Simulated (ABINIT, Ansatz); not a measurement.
# BaAl3 (Fm-3m): zone-centre phonons, part 2 of 3

Aim: the zone-centre modes of BaAl3 (Fm-3m).

ABINIT 10.8.3; DFT LDA, scalar-relativistic, plane waves, PseudoDojo norm-conserving pseudopotentials.

So far. Step 2 (Relaxation): The volume changes by +0.8 % from the cell with which this run began. The relaxed cell has a = 7.144 Å (conventional setting).

The structure was built from a prototype and need not be the compound's stable phase.

**4. Linear response at Γ**

At q = 0 one unit cell holds all displacements. The response is solved for single atoms along the cell's directions, and symmetry skips those that follow from others. The crystal is treated as a metal, which screens a static field, so no field response is asked.

File dfpt_gamma.abi:

```

# common to the responses
getwfk_filepath "gso_WFK"
kptopt 2
nqpt 1
qpt 0.0 0.0 0.0
asr 0
chneut 0

# displacements
rfphon 1
rfatpol 1 4
rfdir 1 1 1
tolvrs 1.0d-10
prtwf 0

# basis, mesh and filling
ecut 21.5
ngkpt 6 6 6
nshiftk 1
shiftk 0.0 0.0 0.0
istwfk *1
occopt 7
tsmear 0.01
nband 16
nstep 100
diemac 1000000.0
prtebands 0
prtgsr 0
useylm 1

# cell and atoms
acell 3*1.0 Angstrom
rprim 
    -3.571795578 0.0 3.571795578
    0.0 3.571795578 3.571795578
    -3.571795578 3.571795578 0.0
ntypat 2
znucl 56 13
natom 4
typat 1 2 2 2
xred 
    0.0 0.0 0.0
    0.5 0.5 0.5
    0.75 0.75 0.75
    0.25 0.25 0.25
pp_dirpath "./pseudo"
pseudos "Ba.upf, Al.upf"
```

Run with:

```sh
OMP_NUM_THREADS=1 mpirun -n 4 abinit dfpt_gamma.abi > dfpt_gamma.log
```

Numbers of over 12 decimals in the logs are rounded to 6 here.

dfpt_gamma.abo, the main output file:

```text
[banners, grids, parts of the stress and lines that vanish by symmetry left out]
- input  file    -> dfpt_gamma.abi
- output file    -> dfpt_gamma.abo
- root for input  files -> dfpt_gammai
- root for output files -> dfpt_gammao

 Symmetries : space group Fm -3 m (#225); Bravais cF (face-center cubic)
================================================================================
 Values of the parameters that define the memory need of the present run (RF).
     intxc =       0      iscf =       7    lmnmax =      18     lnmax =       6
     mgfft =      40  mpssoang =       3    mqgrid =    3001     natom =       4
  nloc_mem =       1    nspden =       1   nspinor =       1    nsppol =       1
      nsym =      48    n1xccc =    2501    ntypat =       2    occopt =       7
   xclevel =       1
-    mband =          16        mffmem =           1         mkmem =          28
-   mkqmem =          28        mk1mem =          28           mpw =        2954
      nfft =       64000          nkpt =         112
- my_mband =          16
================================================================================
================================================================================

--------------------------------------------------------------------------------
------------- Echo of variables that govern the present computation ------------
--------------------------------------------------------------------------------
-
- outvars: echo of selected default values
-   iomode0 =  0 , fftalg0 =312 , wfoptalg0 =  0
-
- outvars: echo of global parameters not present in the input file
-  max_nthreads =    1
-
 -outvars: echo values of preprocessed input variables
 [... echo left out ...]
================================================================================

 chkinp: Checking input parameters for consistency.

[...]
== DATASET  1 ==================================================================
-   mpi_nproc: 4, omp_nthreads: 1 (-1 if OMP is not activated)

--- !DatasetInfo
iteration_state: {dtset: 1, }
dimensions: {natom: 4, nkpt: 112, mband: 16, nsppol: 1, nspinor: 1, nspden: 1, mpw: 2954, }
cutoff_energies: {ecut:  21.5, pawecutdg:  -1.0, }
electrons: {nelect:   1.90000000E+01, charge:   0.00000000E+00, occopt:   7.00000000E+00, tsmear:   1.00000000E-02, }
meta: {optdriver: 1, rfphon: 1, }
...

 mkfilename: getwfk from: gso_WFK

 Real(R)+Recip(G) space primitive vectors, cartesian coordinates (Bohr,Bohr^-1):
 R(1)= -6.7497154  0.0000000  6.7497154  G(1)= -0.0740772 -0.0740772  0.0740772
 R(2)=  0.0000000  6.7497154  6.7497154  G(2)=  0.0740772  0.0740772  0.0740772
 R(3)= -6.7497154  6.7497154  0.0000000  G(3)= -0.0740772  0.0740772 -0.0740772
 Unit cell volume ucvol=  6.1501596E+02 bohr^3
 Angles (23,13,12)=  6.00000000E+01  6.00000000E+01  6.00000000E+01 degrees
 setup1 : take into account q-point for computing boxcut.

 getcut: wavevector=  0.0000  0.0000  0.0000  ngfft=  40  40  40
         ecut(hartree)=     21.500   => boxcut(ratio)=   2.00759

--- Pseudopotential description ------------------------------------------------
- pspini: atom type   1  psp file is ./pseudo/Ba.upf

- pspini: atom type   2  psp file is ./pseudo/Al.upf

   5.25823021E+02                                ecore*ucvol(ha*bohr**3)
--------------------------------------------------------------------------------

 ==>  initialize data related to q vector <==

 The list of irreducible perturbations for this q vector is:
    1)    idir= 1    ipert=   1
    2)    idir= 1    ipert=   2
    3)    idir= 1    ipert=   3

[...]
The perturbation idir=   2  ipert=   1 is
 symmetric of a previously calculated perturbation.
 So, its SCF calculation is not needed.

 The perturbation idir=   3  ipert=   1 is
 symmetric of a previously calculated perturbation.
 So, its SCF calculation is not needed.

 The perturbation idir=   2  ipert=   2 is
 symmetric of a previously calculated perturbation.
 So, its SCF calculation is not needed.

 The perturbation idir=   3  ipert=   2 is
 symmetric of a previously calculated perturbation.
 So, its SCF calculation is not needed.

[...]
The perturbation idir=   2  ipert=   4 is
 symmetric of a previously calculated perturbation.
 So, its SCF calculation is not needed.

 The perturbation idir=   3  ipert=   4 is
 symmetric of a previously calculated perturbation.
 So, its SCF calculation is not needed.

--------------------------------------------------------------------------------
 Perturbation wavevector (in red.coord.)   0.000000  0.000000  0.000000
 Perturbation : displacement of atom   1   along direction   1
 Found     4 symmetries that leave the perturbation invariant.

[...]
dfpt_looppert : total number of electrons, from k and k+q
  fully or partially occupied states are    1.900000E+01 and    1.900000E+01.
 Initialisation of the first-order wave-functions :
  ireadwf=   0

--- !BeginCycle
iteration_state: {dtset: 1, }
solver: {iscf: 7, nstep: 100, nline: 4, wfoptalg: 0, }
tolerances: {tolvrs: 1.00E-10, }
...

     iter   2DEtotal(Ha)        deltaE(Ha) residm    vres2
-ETOT  1   7.951375     -1.185E+03 2.728E+00 1.959E+03
 ETOT  2   6.667395     -1.284E+00 3.326E-01 2.068E+01
 ETOT  3   6.659294     -8.102E-03 3.315E-02 2.075E-01
 ETOT  4   6.659219     -7.501E-05 6.607E-03 1.074E-03
 ETOT  5   6.659218     -5.655E-07 1.814E-03 8.536E-05
[...]
At SCF step    8       vres2   =  2.58E-11 < tolvrs=  1.00E-10 =>converged.
[...]
Mean square residual over all n,k,spin=   14.689E-08; max=  64.877E-06

 Thirteen components of 2nd-order total energy (hartree) are
 1,2,3: 0th-order hamiltonian combined with 1st-order wavefunctions
     kin0=   9.04024179E+02 eigvalue=   8.39867659E+01  local=  -6.41412885E+02
 4,5,6: 1st-order hamiltonian combined with 1st and 0th-order wfs
 loc psp =  -1.03566464E+03  Hartree=   3.37049454E+02     xc=  -8.45840767E+01
 note that "loc psp" includes a xc core correction that could be resolved
 7,8,9: eventually, occupation + non-local contributions
    edocc=   8.73943728E+01     enl0=   4.99806203E+02   enl1=  -1.33686339E+03
 1-9 gives the relaxation energy (to be shifted if some occ is /=2.0)
   erelax=  -1.18626402E+03
 10,11,12 Non-relaxation  contributions : frozen-wavefunctions and Ewald
 fr.local=   4.78401349E+02 fr.nonlo=   6.71147983E+02  Ewald=   5.58528908E+01
 13,14 Frozen wf xc core corrections (1) and (2)
 frxc 1  =  -1.21035468E+02  frxc 2 =   1.08556479E+02
 Resulting in :
 2DEtotal=    0.6659218042E+01 Ha. Also 2DEtotal=    0.181206554235E+03 eV
    (2DErelax=   -1.1862640158E+03 Ha. 2DEnonrelax=    1.1929232339E+03 Ha)
    (  non-var. 2DEtotal :    6.6592196270E+00 Ha)

[...]
Perturbation wavevector (in red.coord.)   0.000000  0.000000  0.000000
 Perturbation : displacement of atom   2   along direction   1
 Found     4 symmetries that leave the perturbation invariant.

[...]
dfpt_looppert : total number of electrons, from k and k+q
  fully or partially occupied states are    1.900000E+01 and    1.900000E+01.
 Initialisation of the first-order wave-functions :
  ireadwf=   0

--- !BeginCycle
iteration_state: {dtset: 1, }
solver: {iscf: 7, nstep: 100, nline: 4, wfoptalg: 0, }
tolerances: {tolvrs: 1.00E-10, }
...

     iter   2DEtotal(Ha)        deltaE(Ha) residm    vres2
-ETOT  1   2.361159     -5.529E+01 4.315E-01 1.016E+03
[...]
At SCF step    8       vres2   =  1.40E-11 < tolvrs=  1.00E-10 =>converged.
[...]
Mean square residual over all n,k,spin=   49.967E-09; max=  29.249E-06

 Thirteen components of 2nd-order total energy (hartree) are
 1,2,3: 0th-order hamiltonian combined with 1st-order wavefunctions
     kin0=   4.41318043E+01 eigvalue=  -3.66443600E+00  local=  -2.80321934E+01
 4,5,6: 1st-order hamiltonian combined with 1st and 0th-order wfs
 loc psp =  -1.24965354E+01  Hartree=   1.27652472E+01     xc=  -4.33214457E+00
 note that "loc psp" includes a xc core correction that could be resolved
 7,8,9: eventually, occupation + non-local contributions
    edocc=   4.30148880E+00     enl0=   3.04968911E+01   enl1=  -9.88367798E+01
 1-9 gives the relaxation energy (to be shifted if some occ is /=2.0)
   erelax=  -5.56666578E+01
 10,11,12 Non-relaxation  contributions : frozen-wavefunctions and Ewald
 fr.local=  -2.72919018E+01 fr.nonlo=   5.66886374E+01  Ewald=   2.97882084E+01
 13,14 Frozen wf xc core corrections (1) and (2)
 frxc 1  =  -8.96125016E+00  frxc 2 =   7.42655918E+00
 Resulting in :
 2DEtotal=    0.1983595236E+01 Ha. Also 2DEtotal=    0.539763761182E+02 eV
    (2DErelax=   -5.5666657834E+01 Ha. 2DEnonrelax=    5.7650253070E+01 Ha)
    (  non-var. 2DEtotal :    1.9835954407E+00 Ha)

[...]
Perturbation wavevector (in red.coord.)   0.000000  0.000000  0.000000
 Perturbation : displacement of atom   3   along direction   1
 Found     2 symmetries that leave the perturbation invariant.

--------------------------------------------------------------------------------

--------------------------------------------------------------------------------

 dfpt_looppert : total number of electrons, from k and k+q
  fully or partially occupied states are    1.900000E+01 and    1.900000E+01.
 Initialisation of the first-order wave-functions :
  ireadwf=   0

--- !BeginCycle
iteration_state: {dtset: 1, }
solver: {iscf: 7, nstep: 100, nline: 4, wfoptalg: 0, }
tolerances: {tolvrs: 1.00E-10, }
...

     iter   2DEtotal(Ha)        deltaE(Ha) residm    vres2
-ETOT  1   3.154277     -5.900E+01 8.623E-01 1.011E+03
[...]
ETOT  7   2.768891     -1.032E-10 6.438E-05 2.997E-09
 ETOT  8   2.768891     -1.322E-12 2.168E-05 1.500E-11

 At SCF step    8       vres2   =  1.50E-11 < tolvrs=  1.00E-10 =>converged.
[...]
Mean square residual over all n,k,spin=   10.268E-08; max=  21.676E-06

 Thirteen components of 2nd-order total energy (hartree) are
 1,2,3: 0th-order hamiltonian combined with 1st-order wavefunctions
     kin0=   4.81033483E+01 eigvalue=  -3.89256205E+00  local=  -3.15027088E+01
 4,5,6: 1st-order hamiltonian combined with 1st and 0th-order wfs
 loc psp =  -7.12572885E+00  Hartree=   1.29654830E+01     xc=  -4.55008428E+00
 note that "loc psp" includes a xc core correction that could be resolved
 7,8,9: eventually, occupation + non-local contributions
    edocc=   4.39544036E+00     enl0=   3.38669006E+01   enl1=  -1.11645905E+02
 1-9 gives the relaxation energy (to be shifted if some occ is /=2.0)
   erelax=  -5.93858170E+01
 10,11,12 Non-relaxation  contributions : frozen-wavefunctions and Ewald
 fr.local=  -2.66232479E+01 fr.nonlo=   6.05236096E+01  Ewald=   2.97882084E+01
 13,14 Frozen wf xc core corrections (1) and (2)
 frxc 1  =  -8.77523859E+00  frxc 2 =   7.24137636E+00
 Resulting in :
 2DEtotal=    0.2768890925E+01 Ha. Also 2DEtotal=    0.753453604268E+02 eV
    (2DErelax=   -5.9385816981E+01 Ha. 2DEnonrelax=    6.2154707906E+01 Ha)
    (  non-var. 2DEtotal :    2.7688908835E+00 Ha)

[...]
---- first-order wavefunction calculations are completed ----

 ==> Compute Derivative Database <==

 [... matrices left out ...]
  Phonon wavevector (reduced coordinates) :  0.00000  0.00000  0.00000
 Phonon energies in Hartree :
   1.465499E-05  1.465499E-05  1.465499E-05  6.970402E-04  6.970402E-04
   6.970402E-04  6.982648E-04  6.982648E-04  6.982648E-04  9.982928E-04
   9.982928E-04  9.982928E-04
 Phonon frequencies in cm-1    :
-  3.216398E+00  3.216398E+00  3.216398E+00  1.529826E+02  1.529826E+02
-  1.529826E+02  1.532514E+02  1.532514E+02  1.532514E+02  2.190999E+02
-  2.190999E+02  2.190999E+02

== END DATASET(S) ==============================================================
================================================================================

 -outvars: echo values of variables after computation
            acell      1.8897261259E+00  1.8897261259E+00  1.8897261259E+00 Bohr
           etotal      2.7688909248E+00
            fcart      0.0000000000E+00  0.0000000000E+00  0.0000000000E+00
           strten      0.0000000000E+00  0.0000000000E+00  0.0000000000E+00
================================================================================
```

Elapsed: 62 s, on 4 MPI ranks of Arm Neoverse V1, shared host; 4.1 min of CPU time.

Read from the output:

- largest acoustic frequency at the zone centre before the sum rule: 3.22 cm⁻¹
- highest optical zone-centre mode (no LO-TO term): 219.1 cm⁻¹
- lowest optical zone-centre mode: 153.0 cm⁻¹

The acoustic modes at Γ come out as far as 3.2 cm⁻¹ from zero, where they should vanish, a small numerical error.

[end of part 2 of 3]

[Host names and launcher messages were left out of these logs when they were recorded.]

[Logs are printed without paths, hosts, clocks, repeated set-up lines and the standing remarks that a program may print on its own settings, such as how far it seeks lower states.]

[Hosts, paths, dates, database ids (printed as entryN), source tags and the programs' standing remarks are cut or masked in the printed files.]
